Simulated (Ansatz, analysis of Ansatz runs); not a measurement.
# Interstitial O in bcc Nb, hop from an octahedral to the next octahedral site: migration barrier, LDA

How near does this set-up come to the measured migration barrier? Subject: interstitial O in bcc Nb, hop from an octahedral to the next octahedral site. Set-up: LDA, 32-site cell, LDA lattice, 420 eV, k: 4x4x4 Gamma-centred. The model is a cell of 32 host atoms with 1 O put in. The barrier is the energy of the highest image of a climbing band over the relaxed site that the atom leaves. A local or semilocal functional is the cheapest first rung.

**The experiment.** Migration barrier: 1.11 eV (quoted in “Ab-initio study of the transition pathways for single and double interstitial solute (H, N, O, H-H, N-N, and O-O) within bcc refractory metals (Mo and Nb)”, 2024, H. E. Quarshie et al., quoting earlier work (2007)). The runs below try to reproduce this.

Method: plane-wave PAW DFT, LDA; relaxation of all atoms of a defect supercell, in Ansatz 0.2.0.

### Step 1. The structure

The cell holds 33 atoms: 32 Nb and 1 O. Cell: a = 9.183 Å, b = 9.183 Å, c = 9.183 Å, α = 60.0°, β = 60.0°, γ = 60.0°. It derives from Nb (space group Im-3m). Nearest the centre at fractional (0.375, 0.375, 0.625): O33 at 0.00 Å, Nb7 at 1.62 Å, Nb29 at 1.62 Å, Nb22 at 2.30 Å, Nb14 at 2.30 Å, Nb8 at 2.30 Å, Nb4 at 2.30 Å, Nb13 at 3.63 Å.

The host's primitive cell comes from a first run (plane-wave PAW DFT, LDA; relaxation of the host's cell and atoms): vectors of 2.812, 2.812 and 2.812 Å. That is 17.11 Å³ an atom, 5.3 % under the diffraction cell's volume. The supercell is built on it.

### Step 2. Relaxation, charge 0

A barrier counts from a true minimum, so both ends of the jump are relaxed first.

start/input.yaml

```yaml
relax:
  f_tol: 0.02
  max_steps: 80
  escape_saddle: false
crystal:
  lattice:
    - [0.0, 6.49331439, 6.49331439]
    - [6.49331439, 0.0, 6.49331439]
    - [6.49331439, 6.49331439, 0.0]
  atoms:
    - { symbol: Nb, position: [0.0, 0.0, 0.0] }
    - { symbol: Nb, position: [0.125, 0.125, 0.125] }
    - { symbol: Nb, position: [0.25, 0.25, 0.25] }
    - { symbol: Nb, position: [0.375, 0.375, 0.375] }
    - { symbol: Nb, position: [0.0, 0.0, 0.5] }
    - { symbol: Nb, position: [0.125, 0.125, 0.625] }
    - { symbol: Nb, position: [0.25, 0.25, 0.75] }
    - { symbol: Nb, position: [0.375, 0.375, 0.875] }
    - { symbol: Nb, position: [0.0, 0.5, 0.0] }
    - { symbol: Nb, position: [0.125, 0.625, 0.125] }
    - { symbol: Nb, position: [0.25, 0.75, 0.25] }
    - { symbol: Nb, position: [0.375, 0.875, 0.375] }
    - { symbol: Nb, position: [0.0, 0.5, 0.5] }
    - { symbol: Nb, position: [0.125, 0.625, 0.625] }
    - { symbol: Nb, position: [0.25, 0.75, 0.75] }
    - { symbol: Nb, position: [0.375, 0.875, 0.875] }
    - { symbol: Nb, position: [0.5, 0.0, 0.0] }
    - { symbol: Nb, position: [0.625, 0.125, 0.125] }
    - { symbol: Nb, position: [0.75, 0.25, 0.25] }
    - { symbol: Nb, position: [0.875, 0.375, 0.375] }
    - { symbol: Nb, position: [0.5, 0.0, 0.5] }
    - { symbol: Nb, position: [0.625, 0.125, 0.625] }
    - { symbol: Nb, position: [0.75, 0.25, 0.75] }
    - { symbol: Nb, position: [0.875, 0.375, 0.875] }
    - { symbol: Nb, position: [0.5, 0.5, 0.0] }
    - { symbol: Nb, position: [0.625, 0.625, 0.125] }
    - { symbol: Nb, position: [0.75, 0.75, 0.25] }
    - { symbol: Nb, position: [0.875, 0.875, 0.375] }
    - { symbol: Nb, position: [0.5, 0.5, 0.5] }
    - { symbol: Nb, position: [0.625, 0.625, 0.625] }
    - { symbol: Nb, position: [0.75, 0.75, 0.75] }
    - { symbol: Nb, position: [0.875, 0.875, 0.875] }
    - { symbol: O, position: [0.375, 0.375, 0.625] }
basis:
  ecutwfc: 420
  xc_grid: 2
hamiltonian:
  xc: lda
kpoints:
  mp_grid: { grid: [4, 4, 4] }
scf:
  occupations: { method: methfessel_paxton, width: 0.1 }
  max_iter: 120
output:
  forces: true
checkpoint:
  write: "../start.run"
  compress: false
  write_wavefunctions: true
  write_every: 100000
```

Launch:

```console
> ansatz run input.yaml --threads 4 --pin off --max-ram 14131MiB --backend cpu --events-out ev --progress --plain --runs-dir out
```

Numbers of over 12 decimals in the logs are rounded to 6 here.

Log:

```text
[... repeated set-up lines and file paths are left out, and long positions are rounded to six places ...]
Engine: ansatz 0.2.0, aarch64-unknown-linux-gnu
Pseudopotentials: kind: paw
Pseudopotential: Nb, paw, valence charge 13, recommended cutoff 420 eV (normal), Nb.paw.azcp
Pseudopotential: O, paw, valence charge 6, recommended cutoff 420 eV (normal), O.paw.azcp
Functional definition: SPW92
  exchange = slater_x
  correlation = pw_c
Crystal: 33 atoms, lattice volume = 547.557 Å³
Basis set: ecut = 420 eV, 10777 PW (Γ), exchange–correlation on 128×128×128 points (8 copies of the dense FFT grid, shifted against one another)
Bands: 254, of which v1, the nominal top of the filled ones, is band 211 counted from 1 (210 counted from 0)
Symmetry: 16 space group operations
Space group: I4/mmm (ITA 139), of the structure as read, at distance tolerance 8.2e-5 Å
k-points: 13 of 64
Non-local potential: Nb, projectors of the file, l = 0: 3, l = 1: 2, l = 2: 2, l = 3: 1
Non-local potential: O, projectors of the file, l = 0: 2, l = 1: 2, l = 2: 1
PAW form: soft (Blöchl's): semilocal exchange-correlation on the pseudo side does not see the compensation charge
PAW frozen core: Nb, regenerated for the run's functional, and the local potential with it (the file was generated under x = pbe(κ = 0.804, μ = 0.219515), c = pbe(β = 0.066725))
PAW frozen core: O, regenerated for the run's functional, and the local potential with it (the file was generated under x = pbe(κ = 0.804, μ = 0.219515), c = pbe(β = 0.066725))
PAW one-centre angular grid: Nb, 590 points (default); XC on 64 Gauss nodes
PAW one-centre angular grid: O, 110 points (default); XC on 64 Gauss nodes
Initial density: superposition of atomic densities (neutral atoms: chi_scale 0, normalization atom), corrected by the library's trained network
Initial wavefunctions: pseudopotential atomic-orbital guess
Functional: x = slater, c = lda
SCF iter   1: F=—  HF=-142714.744144 eV  |F-HF|=—  |Δ(HF+E_count)|=         —  Δρ=1.19e-2  dr2=9.27e-1  ethr=1.77e-3  ⟨swp⟩=6.5  Hψ=13277  notcnv=0  defer=2
preconditioner: auto → Kerker (q_TF=auto, 2.612 Å⁻¹)  [metal: Δε(μ)=0.016 eV  Ē_g=4.202 eV  σ=0.100 eV  W_gap=0.13  n_scr=168 (ndim 8)  ℏωp=20.4 eV  f_vac=0.000  D(μ)=46.61/eV (n_scr^D=536)]
SCF iter   2: F=—  HF=-142714.598233 eV  |F-HF|=—  |Δ(HF+E_count)|=   1.46e-1  S|Δr|=    0.00e0  Δρ=4.81e-3  dr2=1.60e-1  ethr=2.20e-4  ⟨swp⟩=2.0  Hψ=4823  notcnv=0  defer=49
SCF iter   3: F=—  HF=-142714.572871 eV  |F-HF|=—  |Δ(HF+E_count)|=   2.54e-2  S|Δr|=    0.00e0  Δρ=1.27e-3  dr2=9.21e-3  ethr=3.80e-5  ⟨swp⟩=2.0  Hψ=4003  notcnv=0  defer=49
SCF iter   4: F=—  HF=-142714.572154 eV  |F-HF|=—  |Δ(HF+E_count)|=   7.17e-4  S|Δr|=    0.00e0  Δρ=2.46e-4  dr2=4.74e-4  ethr=2.18e-6  ⟨swp⟩=2.0  Hψ=5590  notcnv=0  defer=72
SCF iter   5: F=—  HF=-142714.572046 eV  |F-HF|=—  |Δ(HF+E_count)|=   1.09e-4  S|Δr|=    0.00e0  Δρ=4.48e-5  dr2=1.18e-5  ethr=1.12e-7  ⟨swp⟩=2.0  Hψ=5294  notcnv=0  defer=77
SCF iter   6: F=-142714.572043 eV  HF=-142714.572043 eV  |F-HF|=1.53e-7  |Δ(HF+E_count)|=   2.53e-6  S|Δr|=    0.00e0  Δρ=6.02e-6  dr2=2.49e-7  ethr=2.37e-9  ⟨swp⟩=4.0  Hψ=9502  notcnv=0
SCF 1 converged in 6 iterations: F = -142714.572043 eV  dr2 = 2.49e-7
  greatest PAW one-centre occupation: 0.997 electrons in one spin orbital (limit 2), on the Nb atom at site 28 (counted from 0), in its partial waves of l = 0
relax step   1: F+E_penalty+E_count = -142714.57204304 eV  Δ(F+E_penalty+E_count) = +0.000e0 eV  max|allowed force component| = 1.777e1 eV/Å  Δτ_max = 0.0000 Å  (6 SCF iters, dr2 threshold 1.00e-5 eV, accepted)
[... the SCF cycles and remarks between the steps are left out from here to the last step ...]
relax step   2: F+E_penalty+E_count = -142718.76093396 eV  Δ(F+E_penalty+E_count) = -4.189e0 eV  max|allowed force component| = 4.776e0 eV/Å  Δτ_max = 0.1955 Å  (6 SCF iters, dr2 threshold 1.00e-4 eV, accepted)
relax step   3: F+E_penalty+E_count = -142719.69805638 eV  Δ(F+E_penalty+E_count) = -9.371e-1 eV  max|allowed force component| = 1.151e0 eV/Å  Δτ_max = 0.1356 Å  (5 SCF iters, dr2 threshold 1.00e-4 eV, accepted)
relax step   4: F+E_penalty+E_count = -142719.88750083 eV  Δ(F+E_penalty+E_count) = -1.894e-1 eV  max|allowed force component| = 5.681e-2 eV/Å  Δτ_max = 0.0727 Å  (5 SCF iters, dr2 threshold 8.28e-5 eV, accepted)
relax step   5: F+E_penalty+E_count = -142719.88750197 eV  Δ(F+E_penalty+E_count) = -1.149e-6 eV  max|allowed force component| = 5.681e-2 eV/Å  Δτ_max = 0.0000 Å  (3 SCF iters, accepted)
relax step   6: F+E_penalty+E_count = -142719.89164227 eV  Δ(F+E_penalty+E_count) = -4.140e-3 eV  max|allowed force component| = 3.460e-2 eV/Å  Δτ_max = 0.0125 Å  (6 SCF iters, accepted)
relax step   7: F+E_penalty+E_count = -142719.89191111 eV  Δ(F+E_penalty+E_count) = -2.688e-4 eV  max|allowed force component| = 1.759e-3 eV/Å  Δτ_max = 0.0025 Å  (4 SCF iters, dr2 threshold 4.44e-7 eV, accepted)
iter 1 solved again at ethr=5.90e-11 eV; its pass at ethr=3.10e-3 eV (dr2=2.49e-7 eV) is discarded
SCF iter   1: F=—  HF=-142719.891911 eV  |F-HF|=—  |Δ(HF+E_count)|=         —  Δρ=5.49e-6  dr2=2.49e-7  ethr=5.90e-11  ⟨swp⟩=1.2  Hψ=9207  notcnv=0  defer=341
SCF iter   2: F=-142719.891911 eV  HF=-142719.891911 eV  |F-HF|=7.01e-8  |Δ(HF+E_count)|=   2.97e-8  S|Δr|=    0.00e0  Δρ=2.48e-6  dr2=8.61e-8  ethr=2.37e-11  ⟨swp⟩=2.7  Hψ=8624  notcnv=0
SCF 8 converged in 2 iterations: F = -142719.891911 eV  dr2 = 8.61e-8
relax step   8: F+E_penalty+E_count = -142719.89191121 eV  Δ(F+E_penalty+E_count) = -1.034e-7 eV  max|allowed force component| = 1.746e-3 eV/Å  Δτ_max = 0.0000 Å  (2 SCF iters, accepted)
NSCF: frozen V_eff on 13 k-points
the band table was solved once a step of the walk had ended and its energy, with any forces and stress, was formed, with the checks that follow a solve (12487 applications of the Hamiltonian). They found nothing against the state; [...]
SCF converged after 2 iterations
Stability not checked: this state was not tested for a lower state beside it, because cold or Methfessel-Paxton smearing, or corrected tetrahedra, fill the levels in a way that the test cannot read (fill_not_monotonic; see scf.lower_state_search)
Free energy (F): -142719.891911 eV
Harris-Foulkes:  -142719.891911 eV  (|F-HF|=7.01e-8)
Internal energy: -142719.899235 eV  (E = F + TS)
E sigma→0 (E₀):  -142719.893742 eV
Entropy (-TS):   0.007324 eV (0.222 meV/atom)
Fermi energy:    18.831617 eV
Step filling:    the computed levels leave a gap of 0.0026 eV = 0.0 smearing widths at the electron count; against every level under it full and every level over it empty, smearing changes F+E_penalty+E_count by +7.139 meV and its σ→0 estimate by +5.308 meV
--- Per-component energies (eV) ---
  E_band       = -1695.520272
  E_kinetic    = 12913.430531
  E_local      = -21580.592440  (includes V_loc(G=0)·N_el)
  E_nonlocal   = 4046.971576
  E_hartree    = 6733.592314
  E_xc         = -5685.810927
  E_vxc        = -6938.800732  (∫ρ·V_xc dr)
  E_paw        = -95040.789634  (= ΣΔE_a)
  E_vpaw       = -3603.718124  (= ΣTr[D̂ρ^β])
  E_aug_tail   = 0.002692  (compensation charges beyond the density's cutoff)
  E_ewald      = -44120.422486
  E_core_change = 13.719141  (= ΣΔE_core)
  E_smearing   = 0.007324  (= −TS)
  E_closure    = 0.000000  (closes the sum)
  Σ components = -142719.891911   (vs F -142719.891911, Δ=0.00e0)
--- Forces (eV/Å), atoms counted from 1 ---
  atom   1  Nb     0.00000000     0.00000000    -0.00012341
  atom   2  Nb     0.00018959     0.00018959    -0.00004414
  atom   3  Nb    -0.00000000    -0.00000000    -0.00053121
  atom   4  Nb    -0.00174580    -0.00174580    -0.00000000
  atom   5  Nb     0.00000000    -0.00000000     0.00053121
  atom   6  Nb    -0.00018959    -0.00018959    -0.00004414
  atom   7  Nb     0.00000000     0.00000000    -0.00157720
  atom   8  Nb     0.00174580     0.00174580    -0.00000000
  atom   9  Nb     0.00107195    -0.00000000     0.00135833
  atom  10  Nb    -0.00129328     0.00129328     0.00000000
  atom  11  Nb     0.00000000    -0.00107195    -0.00135833
  atom  12  Nb     0.00018959    -0.00018959     0.00004414
  atom  13  Nb     0.00000000    -0.00107195     0.00135833
  atom  14  Nb     0.00174580    -0.00174580     0.00000000
  atom  15  Nb     0.00107195    -0.00000000    -0.00135833
  atom  16  Nb    -0.00018959     0.00018959    -0.00004414
  atom  17  Nb     0.00000000     0.00107195     0.00135833
  atom  18  Nb     0.00129328    -0.00129328     0.00000000
  atom  19  Nb    -0.00107195     0.00000000    -0.00135833
  atom  20  Nb    -0.00018959     0.00018959     0.00004414
  atom  21  Nb    -0.00107195     0.00000000     0.00135833
  atom  22  Nb    -0.00174580     0.00174580    -0.00000000
  atom  23  Nb     0.00000000     0.00107195    -0.00135833
  atom  24  Nb     0.00018959    -0.00018959    -0.00004414
  atom  25  Nb    -0.00000000     0.00000000     0.00053121
  atom  26  Nb    -0.00018959    -0.00018959     0.00004414
  atom  27  Nb     0.00000000     0.00000000     0.00012341
  atom  28  Nb     0.00129328     0.00129328     0.00000000
  atom  29  Nb     0.00000000     0.00000000     0.00157720
  atom  30  Nb     0.00018959     0.00018959     0.00004414
  atom  31  Nb     0.00000000    -0.00000000    -0.00053121
  atom  32  Nb    -0.00129328    -0.00129328     0.00000000
  atom  33  O      0.00000000     0.00000000     0.00000000
  max |Σ_I F_I| component: 3.47e-18 eV/Å
--- Band table (eV; the first three rows and the last of 13) ---
  k-point 0: bands = ["-35.5408", "-35.4582", "-35.4582", "-35.4301", [... 246 left out ...] "22.1765", "22.1879", "22.1879", "22.2064"]
  k-point 1: bands = ["-35.5341", "-35.4635", "-35.4583", "-35.4284", [... 246 left out ...] "22.0679", "22.0784", "22.1224", "22.1335"]
  [... further k-points left out ...]
--- Relaxed structure (8 steps of the walk, 8 accepted, 0 SCFs on fresh bases) ---
  F+E_penalty+E_count = -142719.89191121 eV   max|allowed force component| = 1.746e-3 eV/Å
  atoms:
    - { symbol: Nb, position: [-0.010612, -0.010612, 0.010612] }
    - { symbol: Nb, position: [0.118909, 0.118909, 0.135423] }
    - { symbol: Nb, position: [0.250202, 0.250202, 0.249798] }
    - { symbol: Nb, position: [0.375, 0.375, 0.384739] }
    - { symbol: Nb, position: [-0.000202, -0.000202, 0.500202] }
    - { symbol: Nb, position: [0.118909, 0.118909, 0.626760] }
    - { symbol: Nb, position: [0.218653, 0.218653, 0.781347] }
    - { symbol: Nb, position: [0.375, 0.375, 0.865261] }
    - { symbol: Nb, position: [0.001416, 0.498542, -0.001416] }
    - { symbol: Nb, position: [0.133023, 0.616977, 0.125000] }
    - { symbol: Nb, position: [0.251458, 0.748584, 0.251416] }
    - { symbol: Nb, position: [0.376760, 0.885423, 0.368909] }
    - { symbol: Nb, position: [0.001416, 0.498542, 0.501458] }
    - { symbol: Nb, position: [0.134739, 0.615261, 0.625000] }
    - { symbol: Nb, position: [0.251458, 0.748584, 0.748542] }
    - { symbol: Nb, position: [0.373240, 0.864577, 0.881091] }
    - { symbol: Nb, position: [0.498542, 0.001416, -0.001416] }
    - { symbol: Nb, position: [0.616977, 0.133023, 0.125000] }
    - { symbol: Nb, position: [0.748584, 0.251458, 0.251416] }
    - { symbol: Nb, position: [0.885423, 0.376760, 0.368909] }
    - { symbol: Nb, position: [0.498542, 0.001416, 0.501458] }
    - { symbol: Nb, position: [0.615261, 0.134739, 0.625000] }
    - { symbol: Nb, position: [0.748584, 0.251458, 0.748542] }
    - { symbol: Nb, position: [0.864577, 0.373240, 0.881091] }
    - { symbol: Nb, position: [0.499798, 0.499798, 0.000202] }
    - { symbol: Nb, position: [0.631091, 0.631091, 0.114577] }
    - { symbol: Nb, position: [0.760612, 0.760612, 0.239388] }
    - { symbol: Nb, position: [0.875, 0.875, 0.383023] }
    - { symbol: Nb, position: [0.531347, 0.531347, 0.468653] }
    - { symbol: Nb, position: [0.631091, 0.631091, 0.623240] }
    - { symbol: Nb, position: [0.750202, 0.750202, 0.749798] }
    - { symbol: Nb, position: [0.875, 0.875, 0.866977] }
    - { symbol: O, position: [0.375, 0.375, 0.625] }
```

Elapsed: 4.6 min, on 4 threads of Arm Neoverse V1, shared host; peak memory 3.5 GiB.

Relaxation path:

```
step  energy less that of the first step (eV)  largest force component (eV/Å)
   1                                   0.0000                         17.7702
   2                                  -4.1889                          4.7764
   3                                  -5.1260                          1.1508
   4                                  -5.3155                          0.0568
   5                                  -5.3155                          0.0568
   6                                  -5.3196                          0.0346
   7                                  -5.3199                          0.0018
   8                                  -5.3199                          0.0017
```

Forces are held to the 16 operations that the run works with; a distortion that breaks them can't arise in this run.

The atoms that moved most (Å):

```
atom      dx      dy      dz  length
 Nb7   0.000   0.000  -0.407   0.407
Nb29   0.000   0.000   0.407   0.407
Nb27   0.000   0.000   0.138   0.138
 Nb1   0.000   0.000  -0.138   0.138
 Nb4   0.063   0.063   0.000   0.089
Nb22   0.063  -0.063   0.000   0.089
Nb14  -0.063   0.063   0.000   0.089
 Nb8  -0.063  -0.063   0.000   0.089
```

Neighbours of O33 at the end:

```
atom  distance (Å)
Nb29         2.030
 Nb7         2.030
 Nb4         2.206
Nb22         2.206
Nb14         2.206
 Nb8         2.206
Nb15         3.613
Nb23         3.613
Nb17         3.613
Nb19         3.613
 Nb9         3.613
Nb11         3.613
Nb13         3.613
Nb21         3.613
```

This step gave:

* free energy: -142719.8919 eV
* smearing term TS: -0.007324 eV

The other runs of this kind differ in structure, charge or spin alone:

```
                 run    outcome  energy less the first (eV)  moment (μB)     time
relaxation, charge 0  converged                      0.0000         0.00  4.6 min
relaxation, charge 0  converged                      0.0000         0.00    5 min
```

The relaxation ends 161 meV an atom lower, with a largest force component of 0.0017 eV/Å.

[end of part 1 of 2]

[Logs are printed without paths, hosts, clocks, repeated set-up lines and the standing remarks that a program may print on its own settings, such as how far it seeks lower states.]

[Hosts, paths, dates, database ids (printed as entryN), source tags and the programs' standing remarks are cut or masked in the printed files.]

[For some hosts the program warned that the k-mesh of the response run may be too coarse for force constants and the static dielectric constant; such warnings are not shown here.]
